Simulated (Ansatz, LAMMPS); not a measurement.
# Structural relaxation of glassy 62SiO2-36CaO-2P2O5 (mol %) (123 atoms), part 3 of 3

Aim: bring glassy 62SiO2-36CaO-2P2O5 (mol %) (123 atoms) to a nearby minimum of the energy and see what moves.

Ansatz 0.2.0; Kohn-Sham DFT, revPBE, PAW (set soft_2), plane waves.

The cell: 28 Si, 16 Ca, 2 P and 77 O. The quench rate of 25 K/ps is orders of magnitude faster than experiment. The network of bonds at the start is that of the classical potential that made the cell. Sampling is at Γ alone, for a cell whose shortest periodic width is 12 Å.

So far, density (g/cm³): step 5 (structure statistics after relaxation) 2.64.

## Step 6: Single point at the relaxed geometry

The electronic structure is read at the final geometry, in a run of its own.

File input.yaml:

```yaml
crystal:
  lattice:
    - [11.96858, 0.0, 0.0]
    - [0.0, 11.96858, 0.0]
    - [0.0, 0.0, 11.96858]
  atoms:
    - { symbol: Si, position: [0.14018, 0.90635, 0.95878] }
    - { symbol: Si, position: [0.80066, 0.61082, 0.74353] }
    - { symbol: Si, position: [0.48912, 0.0907, 0.43328] }
    - { symbol: Si, position: [0.56469, 0.62067, 0.50145] }
    - { symbol: Si, position: [0.79833, 0.33426, 0.16554] }
    - { symbol: Si, position: [0.59447, 0.2745, 0.01343] }
    - { symbol: Si, position: [0.51381, 0.65351, 0.08058] }
    - { symbol: Si, position: [0.58765, 0.50477, 0.87825] }
    - { symbol: Si, position: [0.17754, 0.48535, 0.88852] }
    - { symbol: Si, position: [0.53318, 0.04254, 0.67589] }
    - { symbol: Si, position: [0.25218, 0.68332, 0.06205] }
    - { symbol: Si, position: [0.29197, 0.37741, 0.30597] }
    - { symbol: Si, position: [0.32925, 0.28192, 0.53874] }
    - { symbol: Si, position: [0.08601, 0.88085, 0.46177] }
    - { symbol: Si, position: [0.1643, 0.70098, 0.3125] }
    - { symbol: Si, position: [0.02653, 0.06365, 0.11715] }
    - { symbol: Si, position: [0.84467, 0.98664, 0.48874] }
    - { symbol: Si, position: [0.65004, 0.29477, 0.37452] }
    - { symbol: Si, position: [0.79414, 0.97519, 0.24379] }
    - { symbol: Si, position: [0.84211, 0.55499, 0.0662] }
    - { symbol: Si, position: [0.49869, 0.50424, 0.28627] }
    - { symbol: Si, position: [0.06633, 0.46714, 0.38933] }
    - { symbol: Si, position: [0.54073, 0.84535, 0.83785] }
    - { symbol: Si, position: [0.77069, 0.13723, 0.70646] }
    - { symbol: Si, position: [0.37631, 0.46062, 0.72734] }
    - { symbol: Si, position: [0.3693, 0.21866, 0.11096] }
    - { symbol: Si, position: [0.70534, 0.77415, 0.0054] }
    - { symbol: Si, position: [0.39921, 0.71234, 0.67327] }
    - { symbol: Ca, position: [0.40231, 0.07304, 0.91225] }
    - { symbol: Ca, position: [0.92881, 0.38095, 0.82546] }
    - { symbol: Ca, position: [0.10171, 0.30767, 0.10836] }
    - { symbol: Ca, position: [0.36458, 0.84894, 0.46499] }
    [... 85 atom lines left out ...]
    - { symbol: O, position: [0.74527, 0.64671, 0.02865] }
    - { symbol: O, position: [0.4864, 0.29293, 0.09834] }
    - { symbol: O, position: [0.67256, 0.70205, 0.45236] }
    - { symbol: O, position: [0.2217, 0.56413, 0.99901] }
    - { symbol: O, position: [0.71928, 0.26437, 0.07479] }
    - { symbol: O, position: [0.32706, 0.37024, 0.43602] }
kpoints:
  mp_grid: { grid: [1, 1, 1] }
hamiltonian:
  xc: revpbe
scf:
  occupations: { method: fixed }
output:
  forces: true
  stress: true
  populations: true
  dos:
    method: { smearing: { sigma: 0.1 } }
    de: 0.1
    projected: { site_lists: { Ca: [Ca], O: [O], P: [P], Si: [Si] } }
  eigenvalues: true
  write_density: true
  write_potential: true
  volumetric_format: npy
```

Launch:

```sh
$ ansatz run input.yaml --threads 4 --pin off --max-ram 8192MiB --backend cpu --events-out ev --progress --plain --runs-dir out
```

Numbers of over 12 decimals in the logs are rounded to 6 here.

Log:

```text
[...]
Crystal: 123 atoms, lattice volume = 1714.462 Å³
Basis set: ecut = 420 eV, 33371 PW (Γ), exchange–correlation on 160×160×160 points (8 copies of the dense FFT grid, shifted against one another)
Bands: 495, of which v1, the nominal top of the filled ones, is band 372 counted from 1 (371 counted from 0)
Symmetry: 1 space group operations
[...]
k-points: 1
[...]
SCF iter   1: F=—  HF=-92443.686307 eV  |F-HF|=—  |Δ(HF+E_count)|=         —  Δρ=3.35e-3  dr2=1.99e-1  ethr=1.77e-3  ⟨swp⟩=6.0  Hψ=1916  notcnv=0  defer=120
[...]
SCF iter  10: F=-92443.661831 eV  HF=-92443.661831 eV  |F-HF|=8.53e-9  |Δ(HF+E_count)|=   4.63e-8  Δρ=1.06e-6  dr2=1.59e-8  ethr=1.34e-11  ⟨swp⟩=10.0  Hψ=3295  notcnv=0
SCF 1 converged in 10 iterations: F = -92443.661831 eV  dr2 = 1.59e-8
[...]
SCF converged after 10 iterations
Free energy (F): -92443.661831 eV
[...]
Internal energy: -92443.661831 eV  (E = F + TS)
E sigma→0 (E₀):  -92443.661831 eV
Fermi energy:    4.275154 eV
[...]
--- Forces (eV/Å), atoms counted from 1 ---
  atom   1  Si    -0.00096618    -0.00127289     0.00489536
  atom   2  Si     0.00491716    -0.00288624    -0.00003851
  atom   3  Si     0.00135385    -0.00433409     0.00060054
  atom   4  Si     0.00333930     0.00300168    -0.00908660
  atom   5  Si    -0.00053147    -0.00134935    -0.00146154
  atom   6  Si     0.00247895     0.00336207     0.00615979
  atom   7  Si     0.00064192    -0.00090183    -0.00420802
  atom   8  Si     0.00362885     0.00015818    -0.00266492
  atom   9  Si     0.00299512    -0.00363231     0.00136468
  atom  10  Si    -0.00187621    -0.00425119     0.00040214
  atom  11  Si     0.00195292     0.00775905     0.00235984
  atom  12  Si    -0.00101469     0.00355915     0.01128864
  atom  13  Si    -0.01156895    -0.00740419     0.00629973
  atom  14  Si    -0.00411841     0.00291774    -0.00134105
[...]
atom 122  O     -0.00276682     0.00255722     0.00154552
  atom 123  O      0.00034344    -0.00226124    -0.00555669
  max |Σ_I F_I| component: 9.79e-5 eV/Å
--- Stress (GPa, compression-positive) ---
        2.626618      -1.469068       0.913313
       -1.469069       0.593737      -0.131211
        0.913312      -0.131211       2.246733
  P = ⅓ Tr σ = 1.8224 GPa (18.224 kbar)
--- Band table (eV) ---
[...]
--- Löwdin populations: 123 sites ---
  site symbol       q [e]
     0     Si      2.3804
     1     Si      2.3465
     2     Si      2.3099
[...]
122      O      6.7904
  spilling = 0.014251 (of n_electrons = 744.000000)
```

It took 22 s on 4 threads of Intel Xeon 6975P-C (Granite Rapids), shared host; peak memory 2.5 GiB.

Read from the output:

- free energy: -92443.6618 eV
- free energy per atom: -751.5745 eV/atom
- SCF cycles: 10
- pressure: 1.822 GPa
- r.m.s. force component: 0.00407 eV/Å
- longest force: 0.02408 eV/Å
- Fermi energy: 4.275 eV
- gap (highest filled to lowest empty level): 4.189 eV
- spilling of the projection: 0.01425

Löwdin charges by element and coordination (they lack the spilled electrons, 0.086 e an atom on average):

| element | coordination | atoms | mean charge (e) | spread | least | most |
| --- | --- | --- | --- | --- | --- | --- |
| Ca | all | 16 | 1.77 | 0.0131 | 1.75 | 1.80 |
| Ca | 5 | 3 | 1.78 | 0.0091 | 1.77 | 1.80 |
| Ca | 6 | 8 | 1.77 | 0.0107 | 1.75 | 1.78 |
| Ca | 7 | 5 | 1.77 | 0.0148 | 1.75 | 1.79 |
| O | all | 77 | -0.902 | 0.107 | -1.07 | -0.76 |
| O | 2 | 28 | -0.820 | 0.0677 | -1.00 | -0.76 |
| O | 3 | 34 | -0.919 | 0.0923 | -1.05 | -0.794 |
| O | 4 | 15 | -1.02 | 0.066 | -1.07 | -0.851 |
| P | all | 2 | 2.16 | 0.0172 | 2.15 | 2.18 |
| Si | all | 28 | 1.69 | 0.0591 | 1.60 | 1.80 |

States in the cell by windows of 1 eV, zero at the Fermi level; the larger projections on atomic orbitals stand beside the total:

| from (eV) | to (eV) | total | O p | Si p | O s |
| --- | --- | --- | --- | --- | --- |
| -18 | -17 | 15.5 | 0.4 | 1.2 | 11.3 |
| -17 | -16 | 44.1 | 0.9 | 4.8 | 33.0 |
| -16 | -15 | 5.6 | 0.1 | 0.7 | 4.3 |
| -15 | -11 | 0.0 | 0.0 | 0.0 | 0.0 |
| -11 | -10 | 4.0 | 2.5 | 0.2 | 0.3 |
| -10 | -9 | 6.4 | 4.2 | 0.3 | 0.3 |
| -9 | -8 | 15.9 | 10.6 | 1.2 | 0.9 |
| -8 | -7 | 21.8 | 15.4 | 2.5 | 1.0 |
| -7 | -6 | 27.9 | 20.8 | 4.4 | 0.9 |
| -6 | -5 | 18.6 | 14.1 | 2.5 | 0.7 |
| -5 | -4 | 54.3 | 42.9 | 5.4 | 3.1 |
| -4 | -3 | 75.2 | 65.0 | 4.6 | 2.4 |
| -3 | -2 | 90.8 | 83.4 | 2.5 | 1.2 |
| -2 | -1 | 87.3 | 82.4 | 1.5 | 0.5 |
| -1 | 0 | 58.6 | 56.0 | 0.9 | 0.2 |
| 0 | 1 | 1.3 | 1.3 | 0.0 | 0.0 |
| 1 | 4 | 0.0 | 0.0 | 0.0 | 0.0 |
| 4 | 5 | 2.2 | 0.0 | 0.1 | 0.5 |

With fixed occupations the program's Fermi level is the highest filled level; weight inside the gap is the broadening of levels at its edges.

Between -26 and -18 eV lie 185 more states.

The stored curve holds about 712 of the 744 electrons; the rest, give or take the few that broadening carries across the Fermi level, lie in deeper levels below its range.

The levels nearest the highest filled one (over half full), pooled over k-points and spins:

| level less the highest filled one (eV) | occupation |
| --- | --- |
| -0.278 | 2 |
| -0.235 | 2 |
| -0.199 | 2 |
| -0.111 | 2 |
| -0.0082 | 2 |
| 0 | 2 |
| 4.19 | 0 |
| 5.11 | 0 |
| 5.42 | 0 |
| 5.53 | 0 |
| 5.59 | 0 |
| 5.73 | 0 |

Electrostatic potential energy in the bc plane at fractional x = 0.090, with atoms of Si and Ca and P and O within 0.2 Å of it. With pseudopotentials it is smooth inside the atoms' cores, unlike the true potential.

Ten even steps from '0' (-43 eV) to '9' (11 eV), each cell a mean:
```
9999998899984369999988777899853257
9999877789961038888888777899864468
9998753468986578888888888999755789
9998754478999998885348999999867999
9999877789999999982027999999999999
9999999997799999997569999999998889
9854588873269999999988889999988778
9720154344479999998754578999988788
9964420005899999998510158987799889
9999730005899999998631368941169999
9999975568999984248877789941158899
9999999999999972027999999987532479
9999999999999985468999999997200058
9999999999999852147999999997400268
9999999999999720016657888864466789
9999999999999852245201677720169999
9999999999999887788424766754599999
9996458999999999999988887899999999
9972016998889999999999999999999999
8875348986567899999999999999999999
7656899861003789999999999999999766
6656899850002789999999999999997201
8888999874336899999999999999997313
9999999988888999999998888999876668
```
Columns run along b (12.0 Å; values clipped at the 3rd and 97th percentile), rows up along c (12.0 Å). Atoms in or near the plane, at fractional coordinates: Si at (0.88, 0.46), Ca at (0.31, 0.11), P at (0.21, 0.62), O at (0.48, 0.52), O at (0.81, 0.58), O at (0.13, 0.22), O at (0.95, 0.08), O at (0.60, 0.34), O at (0.09, 0.68), O at (0.57, 0.81), O at (0.38, 0.93).

Valence density in the bc plane at fractional x = 0.090, with atoms of Si and Ca and P and O within 0.2 Å of it. It is the smooth field of the valence electrons, not physical close to the nuclei.

Values in e/Å³, 13 rows by 16 columns, each cell a mean:
```
0.1 0.2 0.4 0.3 0.1 2.0 3.6 0.5 0.1 0.1 0.3 0.3 0.1 0.4 0.5 0.2
0.1 0.1 0.9 1.3 0.2 0.8 1.5 0.4 0.7 1.0 0.3 0.1 0.1 1.1 1.3 0.2
0.0 0.1 0.3 0.3 0.3 0.2 0.1 0.2 2.0 3.9 0.4 0.0 0.0 0.3 0.3 0.1
0.4 2.6 1.1 0.5 2.5 1.4 0.1 0.0 0.2 0.5 0.3 0.0 0.0 0.1 0.2 0.1
0.5 3.1 1.6 0.5 1.0 0.4 0.1 0.1 0.1 1.8 2.4 0.3 0.7 0.9 0.2 0.1
0.0 0.1 0.4 0.5 0.3 0.1 0.3 2.3 1.2 0.7 0.9 0.2 2.8 3.8 0.4 0.1
0.1 0.0 0.1 0.3 0.1 0.0 0.5 3.7 1.8 0.1 0.0 0.1 0.4 0.7 0.2 0.2
0.1 0.0 0.0 0.0 0.0 0.1 0.2 0.4 0.4 0.6 0.3 0.1 0.7 0.9 0.3 0.2
0.0 0.1 0.1 0.0 0.0 0.2 0.6 0.4 0.9 4.6 1.8 0.4 3.1 3.1 0.3 0.0
0.1 1.5 2.6 0.3 0.0 0.2 0.4 0.2 0.2 0.7 0.4 0.2 0.4 0.4 0.1 0.0
0.2 1.9 2.9 0.4 0.7 0.8 0.1 0.0 0.0 0.0 0.1 0.2 0.1 0.0 0.1 0.2
0.7 0.3 0.3 0.2 3.5 4.0 0.3 0.0 0.0 0.0 0.1 0.1 0.0 0.1 1.8 4.0
0.4 0.3 0.5 0.2 0.6 0.8 0.3 0.1 0.0 0.0 0.1 0.1 0.1 0.1 1.0 2.0
```
Columns run along b (12.0 Å), rows up along c (12.0 Å). Atoms in or near the plane, at fractional coordinates: Si at (0.88, 0.46), Ca at (0.31, 0.11), P at (0.21, 0.62), O at (0.48, 0.52), O at (0.81, 0.58), O at (0.13, 0.22), O at (0.95, 0.08), O at (0.60, 0.34), O at (0.09, 0.68), O at (0.57, 0.81), O at (0.38, 0.93).

Mean Löwdin charges: Ca +1.77, O -0.90, P +2.16, Si +1.69 e (they miss 1.4 % of the electrons, so they add up to more than the cell's charge).

A closer look about O110, picked at random: 10 atoms, nearest first, numbered in the order of the input, with positions taken from that point.

| atom | x | y | z | distance (Å) | bonds | Löwdin charge (e) |
| --- | --- | --- | --- | --- | --- | --- |
| O110 | 0.00 | 0.00 | 0.00 | 0.00 | 4 | -0.98 |
| P45 | 0.36 | -1.02 | -1.10 | 1.54 | 4 | 2.15 |
| Ca30 | -1.52 | 1.06 | 1.35 | 2.29 | 6 | 1.76 |
| O86 | 0.56 | -2.37 | -0.39 | 2.47 | 3 | -0.97 |
| Ca36 | 1.07 | -1.27 | 1.89 | 2.51 | 6 | 1.75 |
| O114 | 1.80 | -0.61 | -1.66 | 2.52 | 2 | -0.79 |
| O71 | -0.59 | -0.96 | -2.30 | 2.56 | 3 | -0.95 |
| O101 | 0.58 | 1.05 | 2.64 | 2.90 | 4 | -1.05 |
| Ca33 | -2.00 | 1.00 | -1.96 | 2.97 | 7 | 1.75 |
| O95 | -3.02 | -0.27 | -0.03 | 3.04 | 4 | -1.05 |

The column of bonds counts only the pairs O-Si within 2.12 Å, O-Ca within 3.22 Å, O-P within 1.98 Å; other neighbours, such as metal atoms beside each other in a compound, aren't counted, and periodic images can show an atom twice.

## Step 7: Results

* energy change in the relaxation: -54.56 meV/atom
* r.m.s. displacement: 0.168 Å
* largest displacement: 0.431 Å
* free energy per atom: -751.5745 eV/atom
* pressure: 1.822 GPa
* r.m.s. force component: 0.00407 eV/Å
* gap (highest filled to lowest empty level): 4.189 eV
* wall time of the 3 DFT runs: 3 min

What this shows: Relaxation lowers the energy by 54.6 meV/atom and moves atoms by 0.17 Å r.m.s.; the r.m.s. force component goes from 1.00 to 0.0041 eV/Å, the pressure goes from 7.5 to 1.8 GPa, and the gap from 3.66 to 4.19 eV. By the final cutoffs 3 of 217 bonded pairs parted and 4 joined. First to last step the energy falls by 6.711 eV; the largest move, 0.43 Å, is that of O123. The O-Ca bonds go from 2.517 Å (spread 0.228) to 2.480 Å (spread 0.237), and their number from 97 to 98. Counting bonds as in the table, 50 % of Ca atoms have 6, 44 % of O atoms have 3, all P atoms have 4 and all Si atoms have 4 bonded neighbours. 56 % of the oxygens bridge two formers (Si and P) and 44 % are non-bridging. Filled and empty levels are parted by 4.19 eV (at Γ alone); a semilocal functional tends to put such gaps too low. In a disordered cell it changes from sample to sample, and tail or defect levels can set it.

**Limits.** The network of bonds at the start is that of the classical potential that made the cell; in DFT 3 of its 217 bonded pairs passed out of the cutoffs and 4 came within them. The pressure of 1.8 GPa says that the cell would expand at this level of theory.

[Logs are printed without paths, hosts, clocks, repeated set-up lines and the standing remarks that a program may print on its own settings, such as how far it seeks lower states.]

[Hosts, paths, dates, database ids (printed as entryN), source tags and the programs' standing remarks are cut or masked in the printed files.]
